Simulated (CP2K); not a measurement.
Two runs for the C K edge of 3-borylpyrrole. Run A: CP2K XAS_TDP, all-electron GAPW, PBEh(45%), aug-cc-pVDZ, TDA, no relativity. Run B has a fault in its input.

First lines with a strength over 0.0015. A:

| atom | energy (eV) | states | strength, one atom |
| --- | --- | --- | --- |
| C2 (bonded to B and 2 C) | 280.96 | 1 | 0.0082 |
|  | 282.70 | 1 | 0.0391 |
|  | 283.76 | 1 | 0.0076 |
|  | 285.09 | 1 | 0.0020 |
|  | 285.22 | 1 | 0.0047 |
| C3 (bonded to 2 C and H) | 281.51 | 1 | 0.0455 |
|  | 283.23 | 1 | 0.0045 |
|  | 284.09 | 1 | 0.0048 |
|  | 284.55 | 1 | 0.0052 |
|  | 285.38 | 1 | 0.0033 |
| C4 (bonded to C, N and H) | 282.70 | 1 | 0.0523 |
|  | 284.56 | 1 | 0.0103 |
|  | 285.48 | 1 | 0.0035 |
|  | 286.13 | 1 | 0.0030 |
|  | 286.42 | 1 | 0.0018 |
| C6 (bonded to C, N and H) | 281.71 | 1 | 0.0527 |
|  | 284.93 | 1 | 0.0094 |
|  | 285.39 | 1 | 0.0018 |
|  | 285.89 | 1 | 0.0051 |
|  | 286.73 | 1 | 0.0018 |

B:

| atom | energy (eV) | states | strength, one atom |
| --- | --- | --- | --- |
| C2 (bonded to B and 2 C) | 283.94 | 1 | 0.0085 |
|  | 285.61 | 1 | 0.0403 |
|  | 286.67 | 1 | 0.0070 |
|  | 288.17 | 1 | 0.0020 |
|  | 288.25 | 1 | 0.0039 |
| C3 (bonded to 2 C and H) | 289.69 | 1 | 0.0456 |
|  | 291.50 | 1 | 0.0039 |
|  | 292.40 | 1 | 0.0048 |
|  | 292.87 | 1 | 0.0056 |
|  | 293.68 | 1 | 0.0036 |
| C4 (bonded to C, N and H) | 287.76 | 1 | 0.0516 |
|  | 289.75 | 1 | 0.0108 |
|  | 290.70 | 1 | 0.0037 |
|  | 291.20 | 1 | 0.0016 |
|  | 291.34 | 1 | 0.0030 |
| C6 (bonded to C, N and H) | 279.30 | 1 | 0.0534 |
|  | 282.58 | 1 | 0.0099 |
|  | 282.98 | 1 | 0.0017 |
|  | 283.59 | 1 | 0.0054 |
|  | 284.40 | 1 | 0.0017 |

**Question.** What went wrong in run B?

The plane-wave cutoff is far too low (cutoff (Ry) to 60). Against PBEh(45%) in aug-cc-pVDZ, the leading lines move by +2.91 eV (C2, to 285.61), +8.18 eV (C3, to 289.69), +5.06 eV (C4, to 287.76) and -2.41 eV (C6, to 279.30). Another fault could leave a like mark.

[Hosts, paths, dates, database ids (printed as entryN), source tags and the programs' standing remarks are cut or masked in the printed files.]
